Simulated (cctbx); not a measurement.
## What is wrong with this refinement?

Cell a = 6.7520 Å, b = 11.7000 Å, c = 3.7900 Å, α = 90.00°, β = 90.00°, γ = 90.00°; space group Pbam (no. 55). The compound is CuAg2Cl4.

The data are simulated with cctbx, not measured: Cu Kα, λ = 1.54184 Å, to d = 0.83 Å, 80 % of the full sphere, strongest reflection 70000 counts, noise from counting, a 1.5 % proportional error and a noise floor of 2 counts (s.d.); no absorption.

An anisotropic refinement with weights 1/σ² prints:

```text
Rint 0.015, 322 unique reflections to 0.83 A
cycle     R1     wR2    GooF  max shift (A)
   1  0.0415  0.1097   8.612   0.00129
   2  0.0156  0.0422   3.314   0.00000
final R1 0.0156 wR2 0.0422 GooF 3.314  parameters 22  data/parameter 14.6
atom        x        y        z      Ueq    occ   su(xyz)  su(Uiso or U11)
Ag1    0.59209  0.81332  0.50000   0.0111  1.000  0.00005  0.0002
Ni1    0.00000  0.00000  0.00000   0.0044  1.000  0.00000  0.0005
Cl1    0.26138  0.45759  0.50000   0.0145  1.000  0.00017  0.0006
Cl2    0.38405  0.70029  0.00000   0.0290  1.000  0.00024  0.0008
difference map: max 1.54 min -0.34 rms 0.15
Q1    0.0477  0.9974  0.0000    4    1.55  0.32 A from Ni1
Q2    0.0730  0.3153  0.5000    4    0.23  1.11 A from Ag1
Q3    0.0064  0.2881  0.0000    4    0.21  1.27 A from Cl2
Q4    0.0843  0.6390  0.0000    4    0.19  1.98 A from Ag1
Q5    0.0869  0.8956  0.5000    4    0.18  1.26 A from Cl1
Q6    0.0020  0.4331  0.0000    4    0.17  2.44 A from Ag1
```

**Question.** Can this result stand? If not, what is the likely fault?

Mend it. The fault: wrong element: Ni1 is Cu. Against the right model at the same level, R1 goes from 0.0053 to 0.0156 and GooF from 0.95 to 3.31, U of Ni1 shrinks from 0.0128 to 0.0044 Å² and the top difference peak, 1.6 e/Å³, lies on Ni1. Ni1 has 1 electron too few and its U shrinks to make up, as expected (near an absorption edge f′ can widen the mismatch well beyond the difference in Z).

The compound is CuAg2Cl4. The right model at the same level gives:

```text
Rint 0.015, 322 unique reflections to 0.83 A
cycle     R1     wR2    GooF  max shift (A)
   1  0.0093  0.0256   2.008   0.00098
   2  0.0053  0.0121   0.949   0.00000
final R1 0.0053 wR2 0.0121 GooF 0.949  parameters 22  data/parameter 14.6
atom        x        y        z      Ueq    occ   su(xyz)  su(Uiso or U11)
Ag1    0.59210  0.81331  0.50000   0.0107  1.000  0.00001  0.0001
Cu1    0.00000  0.00000  0.00000   0.0128  1.000  0.00000  0.0002
Cl1    0.26135  0.45759  0.50000   0.0141  1.000  0.00005  0.0002
Cl2    0.38388  0.70029  0.00000   0.0285  1.000  0.00007  0.0002
difference map: max 0.19 min -0.16 rms 0.04
Q1    0.0326  0.8164  0.5000    4    0.19  1.57 A from Ag1
Q2    0.0693  0.8902  0.5000    4    0.18  1.39 A from Cl1
Q3    0.1238  0.9956  0.5000    4    0.16  0.89 A from Cl1
Q4    0.2269  0.5960  0.0000    4    0.14  1.62 A from Cl2
Q5    0.0657  0.3212  0.5000    4    0.14  1.07 A from Ag1
Q6    0.2202  0.7524  0.3809    8    0.12  1.24 A from Ag1
```

This is a model crystal, built by substitution and not relaxed, with assumed displacement parameters.

[Middle refinement cycles are left out of these outputs.]

[Logs are printed without paths, hosts, clocks, repeated set-up lines and the standing remarks that a program may print on its own settings, such as how far it seeks lower states.]
